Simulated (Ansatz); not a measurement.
# Bands, cutoff and cost in G0W0 for CuBiPbS3 (Aikinite)

Aim: see how the G0W0 gap of CuBiPbS3 (Aikinite) on LDA moves with empty bands and screening cutoff, and what each rung costs.

Main program and level: Ansatz 0.2.0; G0W0 on LDA, plane waves, PAW.

This is a report of a sequence of runs, with most program output left out.

In doubt: one-shot GW on d or f shells is unsure (steps 2, 3, 4, 5, 6), so the values of those runs are not to be relied on.

### Step 1. Set-up

It takes space group Pnma (No. 62, orthorhombic). Conventional cell: a = 11.638 Å, b = 4.039 Å, c = 11.319 Å, α = 90.00°, β = 90.00°, γ = 90.00°. Nearest to Cu lie 4 S at 2.31 to 2.40 Å. Bi has 6 S at 2.66 to 3.16 Å nearest. Nearest to Pb lie 7 S at 2.89 to 3.26 Å and 2 Cu at 3.29 Å. Nearest to S lie 2 Cu at 2.35 Å and 1 Bi at 2.66 Å and 2 Pb at 2.99 Å. Nearest to S lie 1 Cu at 2.31 Å and 3 Pb at 2.89 to 2.99 Å and 2 Bi at 2.95 Å. S has 1 Cu at 2.40 Å and 3 Bi at 2.76 to 3.16 Å and 2 Pb at 3.26 Å nearest. Farther neighbours and most contacts between anions are not listed.

The cell and positions come from the Crystallography Open Database and are kept as given unless a step says otherwise. Spin-orbit coupling is left out unless a step names it. The default PAW set here is soft_2. Its files were made with PBE.

### Step 2. 229 empty bands, screening to 33 eV

Now the one-shot GW correction: screening in the RPA, then the self-energy of the levels asked for.

input.yaml reads:

```yaml
crystal:
  lattice:
    - [11.638, 0.0, 0.0]
    - [0.0, 4.039, 0.0]
    - [0.0, 0.0, 11.319]
  atoms:
    - { symbol: Cu, position: [0.2338, 0.25, 0.2085] }
    - { symbol: Cu, position: [0.2662, 0.75, 0.7085] }
    - { symbol: Cu, position: [0.7338, 0.25, 0.2915] }
    - { symbol: Cu, position: [0.7662, 0.75, 0.7915] }
    - { symbol: Bi, position: [0.0189, 0.25, 0.6827] }
    - { symbol: Bi, position: [0.4811, 0.75, 0.1827] }
    - { symbol: Bi, position: [0.5189, 0.25, 0.8173] }
    - { symbol: Bi, position: [0.9811, 0.75, 0.3173] }
    - { symbol: Pb, position: [0.8329, 0.25, 0.0105] }
    - { symbol: Pb, position: [0.6671, 0.75, 0.5105] }
    - { symbol: Pb, position: [0.3329, 0.25, 0.4895] }
    - { symbol: Pb, position: [0.1671, 0.75, 0.9895] }
    - { symbol: S, position: [0.716, 0.25, 0.6986] }
    - { symbol: S, position: [0.784, 0.75, 0.1986] }
    - { symbol: S, position: [0.216, 0.25, 0.8014] }
    - { symbol: S, position: [0.284, 0.75, 0.3014] }
    - { symbol: S, position: [0.0467, 0.25, 0.14] }
    - { symbol: S, position: [0.4533, 0.75, 0.64] }
    - { symbol: S, position: [0.5467, 0.25, 0.36] }
    - { symbol: S, position: [0.9533, 0.75, 0.86] }
    - { symbol: S, position: [0.3775, 0.25, 0.0559] }
    - { symbol: S, position: [0.1225, 0.75, 0.5559] }
    - { symbol: S, position: [0.8775, 0.25, 0.4441] }
    - { symbol: S, position: [0.6225, 0.75, 0.9441] }
kpoints:
  mp_grid: { grid: [2, 4, 2] }
hamiltonian:
  xc: lda
scf:
  occupations: { method: fixed }
gw:
  n_empty_bands: 229
  ecut_chi: 33
  qp_bands: [v2, c2]
  qp_kpoints: band_edges
  screening: { model: contour_deformation }
```

Started as:

```sh
$ ansatz run input.yaml --threads 32 --pin off --max-ram 129024MiB --backend cuda --events-out ev --progress --plain --runs-dir out --devices 1 --max-vram 157GiB  # rebuilt from the run's record
```

Run time: 23 s. Hardware: 1 × NVIDIA GB200 with 32 threads of Arm Neoverse V2, shared host; peak memory 2.7 GiB; 48 s of CPU time.

This step gave:

- bands summed: 361
- RPA ε∞ on this mesh (eigenvalues): 16.93, 17.87, 18.28
- plane waves in the screening matrix: 231
- q-points in the mesh: 16
- G0W0 gap on the mesh: 1.449 eV
- k of the valence top: 0, 0, -0.5
- k of the conduction bottom: 0, 0.25, 0
- starting gap on the mesh: 0.5953 eV
- Z at the valence top: 0.7170
- Z at the conduction bottom: 0.7790
- least direct G0W0 gap on the computed points: 1.557 eV

The gap on the mesh goes from 0.60 eV to 1.45 eV, a correction of +0.85 eV. Between the two edge states, bare exchange in place of the xc potential would open the gap by 7.26 eV, and correlation takes back 6.41 eV.

### Step 3. 647 empty bands, screening to 66 eV

Bands and screening cutoff are moved together, since each hides the error of the other.

Changes to input.yaml since step 2:

```diff
@@ -37,4 +37,4 @@
 gw:
-  n_empty_bands: 229
-  ecut_chi: 33
+  n_empty_bands: 647
+  ecut_chi: 66
   qp_bands: [v2, c2]
```

Elapsed: 37 s, on 1 × NVIDIA GB200 with 32 threads; peak memory 4.5 GiB.

Numbers from this step:

```yaml
bands_summed: 779
rpa_eps_infinity_on_this_mesh_eigenvalues: 16.71, 17.57, 17.96
plane_waves_in_the_screening_matrix: 649
q_points_in_the_mesh: 16
g0w0_gap_on_the_mesh: 1.073 eV
k_of_the_valence_top: 0, 0, -0.5
k_of_the_conduction_bottom: 0, 0.25, 0
starting_gap_on_the_mesh: 0.5953 eV
z_at_the_valence_top: 0.7064
z_at_the_conduction_bottom: 0.7732
least_direct_g0w0_gap_on_the_computed_points: 1.168 eV
```

Against the run with 2×4×2 mesh, 229 empty bands, screening to 33 eV, the gap moves by −0.38 eV.

### Step 4. 1393 empty bands, screening to 110 eV

Changes to input.yaml since step 3:

```diff
@@ -37,4 +37,4 @@
 gw:
-  n_empty_bands: 647
-  ecut_chi: 66
+  n_empty_bands: 1393
+  ecut_chi: 110.0
   qp_bands: [v2, c2]
```

Elapsed: 94 s, on 1 × NVIDIA GB200 with 32 threads; peak memory 8.9 GiB.

Numbers from this step:

| Quantity | Value |
| --- | --- |
| bands summed | 1525 |
| RPA ε∞ on this mesh (eigenvalues) | 16.67, 17.48, 17.88 |
| plane waves in the screening matrix | 1403 |
| G0W0 gap on the mesh | 0.9439 eV |
| k of the valence top | 0, 0, -0.5 |
| k of the conduction bottom | 0, 0.25, 0 |
| starting gap on the mesh | 0.5953 eV |
| least direct G0W0 gap on the computed points | 1.027 eV |

Against the run with 2×4×2 mesh, 647 empty bands, screening to 66 eV, the gap moves by −0.13 eV.

### Step 5. Changing the frequency model: 2×4×2 mesh, 647 empty bands, screening to 66 eV, plasmon pole

A plasmon pole stands in for the full frequency dependence of the screening; this run shows what that costs in accuracy. Bands and cutoff differ from the step before, so it is read against an earlier run that matches them.

Changes to input.yaml since step 4:

```diff
@@ -37,6 +37,6 @@
 gw:
-  n_empty_bands: 1393
-  ecut_chi: 110.0
+  n_empty_bands: 647
+  ecut_chi: 66
   qp_bands: [v2, c2]
   qp_kpoints: band_edges
-  screening: { model: contour_deformation }
+  screening: { model: godby_needs }
```

It took 35 s on 1 × NVIDIA GB200 with 32 threads; peak memory 4.5 GiB.

This step gave:

| Quantity | Value |
| --- | --- |
| bands summed | 779 |
| plasmon-pole fit frequency | 26.16 eV |
| RPA ε∞ on this mesh (eigenvalues) | 16.71, 17.57, 17.96 |
| plane waves in the screening matrix | 649 |
| G0W0 gap on the mesh | 1.027 eV |
| k of the valence top | 0, 0, -0.5 |
| k of the conduction bottom | 0, 0.25, 0 |
| starting gap on the mesh | 0.5953 eV |
| least direct G0W0 gap on the computed points | 1.126 eV |

Against the run with 2×4×2 mesh, 647 empty bands, screening to 66 eV, the gap moves by −0.05 eV.

### Step 6. Changing the files: 2×4×2 mesh, 647 empty bands, screening to 66 eV, hard PAW files

Other atomic data (hard PAW) test the pseudisation: the cutoff goes from 420 to 700 eV and the valence electrons from 264 to 328, which opens shells that were frozen.

Changes to input.yaml since step 5:

```diff
@@ -34,2 +34,3 @@
   xc: lda
+  pseudopotentials: { kind: paw, source: ansatz }
 scf:
@@ -41,2 +42,2 @@
   qp_kpoints: band_edges
-  screening: { model: godby_needs }
+  screening: { model: contour_deformation }
```

The job ended after 66 s (1 × NVIDIA GB200 with 32 threads; peak memory 8.4 GiB).

Numbers from this step:

| Item | Value |
| --- | --- |
| bands summed | 811 |
| RPA ε∞ on this mesh (eigenvalues) | 16.66, 17.52, 17.91 |
| plane waves in the screening matrix | 649 |
| G0W0 gap on the mesh | 1.069 eV |
| k of the valence top | 0, 0, -0.5 |
| k of the conduction bottom | 0, 0.25, 0 |
| starting gap on the mesh | 0.5978 eV |
| least direct G0W0 gap on the computed points | 1.165 eV |

Against the run with 2×4×2 mesh, 647 empty bands, screening to 66 eV, the gap moves by −0.004 eV.

### Step 7. Convergence and cost

Times are wall times on 1 × NVIDIA GB200 with 32 threads of Arm Neoverse V2, shared host, good to a factor of about two.

```tsv
mesh	files	frequency	bands summed	cutoff (eV)	start (eV)	G0W0 (eV)	time	host memory (GiB)
2×4×2	default PAW	contour deformation	361	33	0.595	1.449	23 s	2.7
2×4×2	default PAW	contour deformation	779	66	0.595	1.073	37 s	4.5
2×4×2	default PAW	contour deformation	1525	110	0.595	0.944	94 s	8.9
2×4×2	default PAW	plasmon pole	779	66	0.595	1.027	35 s	4.5
2×4×2	hard PAW	contour deformation	811	66	0.598	1.069	66 s	8.4
```

The parts of the quasiparticle energy at the two band edges (eV; QP = start + Σx + Σc − Vxc):

```tsv
run	edge	start	Σx	Σc	Vxc	Z	QP
361 bands	valence top	9.02	-28.09	3.74	-24.28	0.72	8.95
361 bands	conduction bottom	9.62	-10.24	-2.67	-13.68	0.78	10.40
779 bands	valence top	9.02	-28.09	3.83	-24.28	0.71	9.04
779 bands	conduction bottom	9.62	-10.24	-2.95	-13.68	0.77	10.11
1525 bands	valence top	9.02	-28.09	3.77	-24.28	0.70	8.98
1525 bands	conduction bottom	9.62	-10.24	-3.15	-13.68	0.77	9.92
```

### Step 8. Results

```
361 bands, 33 eV                    : 1.449 eV
779 bands, 66 eV                    : 1.073 eV
1525 bands, 110 eV                  : 0.944 eV
estimated limit in bands and cutoff : 0.81 eV
mesh and start                      : 2×4×2, LDA
```

**Reading.** A line in one over the bands through the two highest rungs gives 0.81 eV, −0.13 eV from the top rung; the pair below gives 0.75 eV, in fair agreement. The rungs stand 0.64 eV (361 bands), 0.26 eV (779 bands) and 0.13 eV (1525 bands) from it. From 361 to 1525 bands the gap moves by −0.51 eV while the time grows 4.1-fold. Σc changes by +0.03 eV at the valence top and −0.48 eV at the conduction bottom, so the conduction edge carries most of the change. The plasmon-pole model gives −0.05 eV against contour deformation, 10 % of the correction, and saved no time in this program. Hard PAW files move the gap by −0.004 eV at equal bands and cutoff, +0.003 eV of it in the start. The 2×4×2 mesh is coarse for this cell (its supercell is 16 Å along the shortest edge). The RPA ε∞ on it, from the LDA start, is 16.67, 17.48 and 17.88; such meshes misread the long-range screening, most where the gap is narrow. Where an edge is built on 6p states of lead, bismuth or thallium, scalar-relativistic gaps usually stand too wide, by a few tenths to over one eV. A d shell, filled or nearly so, lies near the gap. One-shot GW converges very slowly in bands there, not always from below, and on a semilocal start the gap tends to come out low; starts rich in exact exchange can overshoot instead. The many-body steps are scalar-relativistic: spin-orbit coupling is not in them.

[Paths, hosts, dates, memory and timing lines, banners, echoed tables and standing remarks are left out of the program output.]

[Logs are printed without paths, hosts, clocks, repeated set-up lines and the standing remarks that a program may print on its own settings, such as how far it seeks lower states.]

[Runs of the session that timed out or met a known fault of the program may be left out.]

[Cells called generated may have been cut or substituted from an entry of the Crystallography Open Database or the Materials Project.]

[Hosts, paths, dates, database ids (printed as entryN), source tags and the programs' standing remarks are cut or masked in the printed files.]
